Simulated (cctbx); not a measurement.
# Absolute structure of V2SbTe

Space group P-6m2 (no. 187), a = 3.9060 Å, b = 3.9060 Å, c = 6.6170 Å, α = 90.00°, β = 90.00°, γ = 120.00°.

| atom | mult. | x | y | z | Ueq (Å²) |
| --- | --- | --- | --- | --- | --- |
| Te1 | 1 | 0 | 0 | 0 | 0.0058 |
| Sb1 | 1 | 1/3 | 2/3 | 1/2 | 0.0057 |
| V1 | 2 | 2/3 | 1/3 | 0.2597 | 0.0186 |

The model was made for the exercise: a known structure type with other elements put in, its volume estimated, not relaxed; displacement parameters are assumed.

Data sets are simulated with cctbx and refined with Bijvoet mates kept apart; Flack x is then fitted as the share of an inverted twin with the atoms fixed, Hooft y from the Bijvoet differences. The group is acentric but holds improper operations, so there is an absolute structure (orientation) and no hand.

Untwinned crystal. What Flack and Hooft values should come out?

```csv
λ (Å),extinction (unmodelled),d min (Å),top counts,error (%),model,R1,Flack x,s.u.,Hooft y,s.u.,pairs
0.71073,0.3,0.77,5000,1.5,as given,0.0114,0.20,0.4,0.621,0.358,42
0.71073,0.3,0.77,5000,1.5,inverted,0.0117,0.80,0.4,0.379,0.358,42
1.54184,0,0.83,40000,4,as given,0.0078,-0.06,0.1,-0.118,0.075,34
```

With Mo Kα, the s.u. is too large to fix the absolute structure. With Cu Kα, x is within 3 s.u. of 0, so the absolute structure is right, though an s.u. above 0.04 can't exclude a small twin share. Inverting the model turns x into about 1 − x.

[Logs are printed without paths, hosts, clocks, repeated set-up lines and the standing remarks that a program may print on its own settings, such as how far it seeks lower states.]
